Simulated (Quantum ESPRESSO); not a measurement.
# SiC(11-20), H on both faces: a series in the number of layers, part 2 of 12

What law, if any, do the results for SiC(11-20), H on both faces follow against the number of layers?

Quantum ESPRESSO 7.5; plane-wave DFT, PBE, GBRV ultrasoft pseudopotentials.

So far. Step 2 (Relaxing cell and ions of the reference):  The last row is no step: it is a fresh SCF in the final cell with a new plane-wave basis, -0 meV from the row before. The relaxed cell has a = 3.091, c = 5.073 Å (conventional setting).

## Step 3: SCF with pw.x of the reference

A bulk run at that cell gives the reference energy and levels.

The input, ref.bulk.in:

```
&control
  prefix = 'ref.bulk'
  outdir = './out'
  pseudo_dir = './pseudo'
  calculation = 'scf'
  tprnfor = .true.
/
&system
  ibrav = 0
  nat = 8
  ntyp = 2
  ecutwfc = 40
  ecutrho = 200
  occupations = 'smearing'
  smearing = 'fd'
  degauss = 0.002
  nbnd = 20
/
&electrons
  conv_thr = 1e-09
  mixing_beta = 0.4
  electron_maxstep = 120
/
ATOMIC_SPECIES
  Si  28.0850  si_pbe_v1.uspp.F.UPF
  C   12.0110  c_pbe_v1.2.uspp.F.UPF
CELL_PARAMETERS angstrom
  5.35374536700000 -0.00000000100000 0.00000000000000
  -0.00000000100000 5.07286068100000 0.00000000000000
  0.00000000000000 0.00000000000000 3.09138709800000
ATOMIC_POSITIONS crystal
  Si  0.333328052000 -0.000424444200 0.000000000000
  Si  0.666671948000 0.499575556100 0.000000000000
  C   0.333319064000 0.375424443600 0.000000000000
  C   0.666680935600 0.875424443700 0.000000000000
  Si  0.833328051700 -0.000424444000 0.500000000000
  Si  0.166671948700 0.499575555900 0.500000000000
  C   0.833319063700 0.375424444500 0.500000000000
  C   0.166680936300 0.875424444300 0.500000000000
K_POINTS automatic
  4 5 7 0 0 0
```

Launch:

```
$ OMP_NUM_THREADS=1 mpirun -n 4 pw.x -nk 4 -in ref.bulk.in > ref.bulk.out
```

The program printed:

```text
[banner, memory and clock lines left out]
Program PWSCF v.7.5 starts
[citation notice left out]

[...]
Message from routine setup:
[...]
bravais-lattice index     =            0
     lattice parameter (alat)  =      10.1171  a.u.
     unit-cell volume          =     566.5792 (a.u.)^3
     number of atoms/cell      =            8
     number of atomic types    =            2
     number of electrons       =        32.00
     number of Kohn-Sham states=           20
     kinetic-energy cutoff     =      40.0000  Ry
     charge density cutoff     =     200.0000  Ry
     scf convergence threshold =      1.0E-09
     mixing beta               =       0.4000
     number of iterations used =            8  plain     mixing
     Exchange-correlation= SLA  PW   PBE  PBE
                           (   1   4   3   4   0   0   0)

[...]
PseudoPot. # 1 for Si read from file:
     ./pseudo/si_pbe_v1.uspp.F.UPF
     Pseudo is Ultrasoft + core correction, Zval =  4.0
     Generated by new atomic code, or converted to UPF format
     Using radial grid of  899 points,  6 beta functions with:
                l(1) =   0
                l(2) =   0
                l(3) =   1
                l(4) =   1
                l(5) =   2
                l(6) =   2
     Q(r) pseudized with  8 coefficients,  rinner =    0.900   0.900   0.900
                                                       0.900   0.900

     PseudoPot. # 2 for C  read from file:
     ./pseudo/c_pbe_v1.2.uspp.F.UPF
     Pseudo is Ultrasoft + core correction, Zval =  4.0
     Generated by new atomic code, or converted to UPF format
     Using radial grid of  721 points,  4 beta functions with:
                l(1) =   0
                l(2) =   0
                l(3) =   1
                l(4) =   1
     Q(r) pseudized with  8 coefficients,  rinner =    1.100   1.100   1.100

     atomic species   valence    mass     pseudopotential
     Si                4.00    28.08500     Si( 1.00)
     C                 4.00    12.01100     C ( 1.00)

      2 Sym. Ops. (no inversion) found

[...]
number of k points=    44  Fermi-Dirac smearing, width (Ry)=  0.0020
[...]
Dense  grid:    27045 G-vectors     FFT dimensions: (  45,  45,  27)

     Smooth grid:    19409 G-vectors     FFT dimensions: (  45,  40,  24)

     Initial potential from superposition of free atoms

     starting charge      31.9972, renormalised to      32.0000
     Starting wfcs are   32 randomized atomic wfcs

     per-process dynamical memory:    34.0 Mb

     Self-consistent Calculation

     iteration #  1     ecut=    40.00 Ry     beta= 0.40
     Davidson diagonalization with overlap
     ethr =  1.00E-02,  avg # of iterations =  3.2

     total energy              =     -84.19623650 Ry
     estimated scf accuracy    <       1.70306365 Ry

     iteration #  2     ecut=    40.00 Ry     beta= 0.40
[...]
total energy              =     -84.45776081 Ry
     estimated scf accuracy    <       0.06267495 Ry

     iteration #  3     ecut=    40.00 Ry     beta= 0.40
[...]
total energy              =     -84.46559703 Ry
     estimated scf accuracy    <       0.01788681 Ry

     iteration #  4     ecut=    40.00 Ry     beta= 0.40
[...]
total energy              =     -84.46706042 Ry
     estimated scf accuracy    <       0.00286001 Ry

     iteration #  5     ecut=    40.00 Ry     beta= 0.40
[...]
total energy              =     -84.46669349 Ry
     estimated scf accuracy    <       0.00079120 Ry

     iteration #  6     ecut=    40.00 Ry     beta= 0.40
[...]
total energy              =     -84.46703671 Ry
     estimated scf accuracy    <       0.00068454 Ry

[...]
iteration #  9     ecut=    40.00 Ry     beta= 0.40
[...]
total energy              =     -84.46709454 Ry
     estimated scf accuracy    <       0.00000276 Ry

     iteration # 10     ecut=    40.00 Ry     beta= 0.40
[...]
total energy              =     -84.46709529 Ry
     estimated scf accuracy    <       0.00000009 Ry

     iteration # 11     ecut=    40.00 Ry     beta= 0.40
[...]
total energy              =     -84.46709531 Ry
     estimated scf accuracy    <       0.00000001 Ry

     iteration # 12     ecut=    40.00 Ry     beta= 0.40
[...]
End of self-consistent calculation

          k = 0.0000 0.0000 0.0000 (  2425 PWs)   bands (ev):

    -6.0181  -2.7430  -2.5042  -1.2856   0.8140   1.7023   3.1724   4.0483
     6.1319   6.1838   8.1134   8.1152   8.2322   9.3162   9.4243   9.4256
    12.1843  13.6427  14.1127  15.4881

          k = 0.0000 0.0000 0.2474 (  2404 PWs)   bands (ev):

    -5.7563  -2.5115  -2.2817  -1.2256   1.0527   1.9573   3.3119   4.1431
     4.9951   6.1347   6.8335   7.1866   7.5634   8.5855   9.1324   9.2052
    12.8641  14.0152  14.8617  15.3299

[...]
the Fermi energy is    11.2147 ev

!    total energy              =     -84.46709531 Ry
     estimated scf accuracy    <          6.0E-10 Ry
     smearing contrib. (-TS)   =      -0.00000000 Ry
     internal energy E=F+TS    =     -84.46709531 Ry

     The total energy is F=E-TS. E is the sum of the following terms:
     one-electron contribution =      21.62949993 Ry
     hartree contribution      =       9.51618637 Ry
     xc contribution           =     -32.40624876 Ry
     ewald contribution        =     -83.20653285 Ry

     convergence has been achieved in  12 iterations

     Forces acting on atoms (cartesian axes, Ry/au):

     atom    1 type  1   force =     0.00002503    0.00002228    0.00000000
     atom    2 type  1   force =    -0.00002535    0.00000750    0.00000000
     atom    3 type  2   force =    -0.00001547   -0.00000618    0.00000000
     atom    4 type  2   force =     0.00001542   -0.00002417    0.00000000
     atom    5 type  1   force =    -0.00001359    0.00002132    0.00000000
     atom    6 type  1   force =     0.00001387    0.00000658    0.00000000
     atom    7 type  2   force =    -0.00001177   -0.00000775    0.00000000
     atom    8 type  2   force =     0.00001186   -0.00001958    0.00000000

     Total force =     0.000067     Total SCF correction =     0.000004

[...]
```

Run time: 14 s. Hardware: 4 MPI ranks of Arm Neoverse V1, shared host; peak memory 0.34 GiB.

This step gave:

```
free energy                          : -1149.2334 eV
Fermi energy                         : 11.21 eV
valence top, on the run's zero       : 9.426 eV
conduction bottom, on the run's zero : 11.82 eV
gap by band count                    : 2.392 eV
```

(Continued in part 3 of 12.)

[Logs are printed without paths, hosts, clocks, repeated set-up lines and the standing remarks that a program may print on its own settings, such as how far it seeks lower states.]

[Hosts, paths, dates, database ids (printed as entryN), source tags and the programs' standing remarks are cut or masked in the printed files.]

[Maps of the electrostatic potential energy from Ansatz leave out the sawtooth potential of an applied field or a dipole correction, so their vacuum need not be flat; planar profiles and work functions include it.]
